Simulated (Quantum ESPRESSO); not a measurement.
# Cobalt: energy against a fixed spin moment

Wanted: E(M) for Cobalt from a parallel start.

Calculated with Quantum ESPRESSO 7.5; PBEsol; plane waves with GBRV 1.5 PBEsol potentials, no spin-orbit coupling.

Report form: the programs' logs are mostly left out.

## Step 1: The structure

It takes space group P6_3/mmc (No. 194, hexagonal). The conventional cell has a = 2.507 Å, b = 2.507 Å, c = 4.070 Å, α = 90.00°, β = 90.00°, γ = 120.00°. Nearest to Co lie 12 Co at 2.50 to 2.51 Å.

The cell comes from the Crystallography Open Database.

## Step 2: The free run

Contents of pw.in:

```
&CONTROL
  calculation = 'scf'
  prefix = 'pwscf'
  outdir = './tmp'
  pseudo_dir = './pseudo'
  disk_io = 'nowf'
  tprnfor = .true.
  tstress = .true.
/
&SYSTEM
  ibrav = 0
  celldm(1) = 8
  nat = 2
  ntyp = 1
  ecutwfc = 40
  ecutrho = 280
  nbnd = 26
  occupations = 'smearing'
  smearing = 'fd'
  degauss = 0.00734986
  nspin = 2
  starting_magnetization(1) = 0.1176
/
&ELECTRONS
  conv_thr = 4d-09
  electron_maxstep = 150
  mixing_beta = 0.3
/
ATOMIC_SPECIES
Co     58.9332 co_pbesol_v1.2.uspp.F.UPF
CELL_PARAMETERS alat
   0.5922874106108    0.0000000000000    0.0000000000000
  -0.2961437053054    0.5129359439191    0.0000000000000
   0.0000000000000    0.0000000000000    0.9613745443268
ATOMIC_POSITIONS crystal
Co      0.3333333333    0.6666666667    0.2500000000
Co      0.6666666667    0.3333333333    0.7500000000
K_POINTS automatic
12 12 12 0 0 0
```

On the command line:

```bash
$ OMP_NUM_THREADS=1 mpirun -n 2 pw.x -nk 2 -in pw.in > pw.out
```

Run time: 22 s. Hardware: 2 MPI ranks of Arm Neoverse V2, shared host; peak memory 0.2 GiB; 44 s of CPU time.

Spin moment in the atom's sphere by atom:

| atom | spin moment in the atom's sphere (μB) |
| --- | --- |
| Co1 | 1.76 |
| Co2 | 1.76 |

This step gave:

| Property | Result |
| --- | --- |
| smearing term TS | 0.06149 eV |
| pressure | -12.76 GPa |
| magnetization | 3.371 μB |
| absolute magnetization | 3.704 μB |
| final state | ferromagnetic |

## Step 3: Moment fixed at 0 μB

The two spin channels are filled to separate Fermi energies, so that the total moment meets the target. Half of the up one less the down one is the slope dE/dM.

Edit pw.in of step 2 so:

```diff
@@ -16,3 +16,3 @@
   ecutrho = 280
-  nbnd = 26
+  nbnd = 27
   occupations = 'smearing'
@@ -21,3 +21,4 @@
   nspin = 2
-  starting_magnetization(1) = 0.1176
+  starting_magnetization(1) = 0.0059
+  tot_magnetization = 0
 /
```

It took 21 s on 2 MPI ranks; peak memory 0.21 GiB.

Read from the output:

- magnetization: 0 μB
- absolute magnetization: 0 μB
- half the difference of the two Fermi energies: 0 meV
- largest moment: 0 μB

## Step 4: Moment fixed at 0.457 μB

Edit pw.in of step 3 so:

```diff
@@ -21,4 +21,4 @@
   nspin = 2
-  starting_magnetization(1) = 0.0059
-  tot_magnetization = 0
+  starting_magnetization(1) = 0.0134
+  tot_magnetization = 0.457
 /
```

Wall time 22 s (2 MPI ranks); peak memory 0.21 GiB; 43 s of CPU time.

Spin moment in the atom's sphere by atom:

| atom | spin moment in the atom's sphere (μB) |
| --- | --- |
| Co1 | 0.244 |
| Co2 | 0.244 |

This step gave:

| Item | Value |
| --- | --- |
| magnetization | 0.457 μB |
| absolute magnetization | 0.529 μB |
| half the difference of the two Fermi energies | -64.2 meV |

## Step 5: Moment fixed at 0.914 μB

Edit pw.in of step 4 so:

```diff
@@ -21,4 +21,4 @@
   nspin = 2
-  starting_magnetization(1) = 0.0134
-  tot_magnetization = 0.457
+  starting_magnetization(1) = 0.0269
+  tot_magnetization = 0.914
 /
```

Wall time 22 s (2 MPI ranks); peak memory 0.2 GiB; 43 s of CPU time.

This step gave:

```yaml
magnetization: 0.914 μB
absolute_magnetization: 1.057 μB
half_the_difference_of_the_two_fermi_energies: -125.2 meV
largest_moment: 0.4881 μB
```

## Step 6: What a mistake does

One input was spoiled on purpose, to see how the program answers.

Contents of pw.in:

```
&CONTROL
  calculation = 'scf'
  prefix = 'pwscf'
  outdir = './tmp'
  pseudo_dir = './pseudo'
  disk_io = 'nowf'
  tprnfor = .true.
  tstress = .true.
/
&SYSTEM
  ibrav = 0
  nat = 2
  ntyp = 1
  ecutwfc = 40
  ecutrho = 280
  nbnd = 26
  occupations = 'smearing'
  smearing = 'fd'
  degauss = 0.00734986
  nspin = 2
  starting_magnetization(1) = 0.1176
&ELECTRONS
  conv_thr = 4d-09
  electron_maxstep = 60
  mixing_beta = 0.3
/
ATOMIC_SPECIES
Co     58.9332 co_pbesol_v1.2.uspp.F.UPF
CELL_PARAMETERS angstrom
   2.5074000000    0.0000000000    0.0000000000
  -1.2537000000    2.1714720974    0.0000000000
   0.0000000000    0.0000000000    4.0699000000
ATOMIC_POSITIONS crystal
Co      0.3333333333    0.6666666667    0.2500000000
Co      0.6666666667    0.3333333333    0.7500000000
K_POINTS automatic
12 12 12 0 0 0
```

Wall time 0.8 s (2 MPI ranks); peak memory 0.05 GiB.

The input was rejected at the start.

The program's message: “read_namelists (1): bad line in namelist &system: "&ELECTRONS" (error could be in the previous line)”

The fault put into the input: a namelist without its slash.

## Step 7: All moments

The runs not shown differ in the target, the start and the number of states alone. The point at 3.37 μB is the free run, entered with slope zero.

The energy over the lowest by total spin moment:

| total spin moment (μB a cell) | energy over the lowest (meV a cell) |
| --- | --- |
| 0.00 | 522 |
| 0.46 | 507 |
| 0.91 | 463 |
| 1.37 | 394 |
| 1.83 | 302 |
| 2.29 | 197 |
| 2.74 | 88.6 |
| 3.20 | 9.13 |
| 3.37 | 0 |
| 3.66 | 45.1 |
| 4.11 | 256 |
| 4.57 | 651 |

The dE/dM by total spin moment:

| total spin moment (μB a cell) | dE/dM (meV/μB) |
| --- | --- |
| 0.00 | -0.00240 |
| 0.46 | -64.2 |
| 0.91 | -125 |
| 1.37 | -179 |
| 1.83 | -219 |
| 2.29 | -238 |
| 2.74 | -226 |
| 3.20 | -96.7 |
| 3.37 | 0 |
| 3.66 | 315 |
| 4.11 | 605 |
| 4.57 | 1115 |

Table of largest site moment by total spin moment:

| total spin moment (μB a cell) | largest site moment (μB) |
| --- | --- |
| 0.00 | 0 |
| 0.46 | 0.244 |
| 0.91 | 0.488 |
| 1.37 | 0.731 |
| 1.83 | 0.974 |
| 2.29 | 1.21 |
| 2.74 | 1.45 |
| 3.20 | 1.68 |
| 3.37 | 1.76 |
| 3.66 | 1.89 |
| 4.11 | 2.08 |
| 4.57 | 2.26 |

## Step 8: Summary of results

```json
{
 "moment of the free run": "3.37 μB a cell",
 "energy at zero total moment": "522 meV a cell over the lowest",
 "ΔE/ΔM² from the lowest point to 3.66 and to 3.20 μB": "552 and 311 meV/μB²"
}
```

What this shows: At zero total moment the site moments vanish, so the 522 meV a cell is the energy of forming them. The points show one minimum alone. All runs start parallel; opposed orders may lie lower. Energies are free energies at an electronic temperature of 1160 K, which lowers moments and differences where the moments are itinerant.

[Logs and program files are shortened in this print: banners, set-up blocks, solver, clock and traceback lines can be left out without a mark of their own.]

[Logs are printed without paths, hosts, clocks, repeated set-up lines and the standing remarks that a program may print on its own settings, such as how far it seeks lower states.]

[Hosts, paths, dates, database ids (printed as entryN), source tags and the programs' standing remarks are cut or masked in the printed files.]

[Where a cell is said to come from a database of computed structures, the database is the Materials Project.]
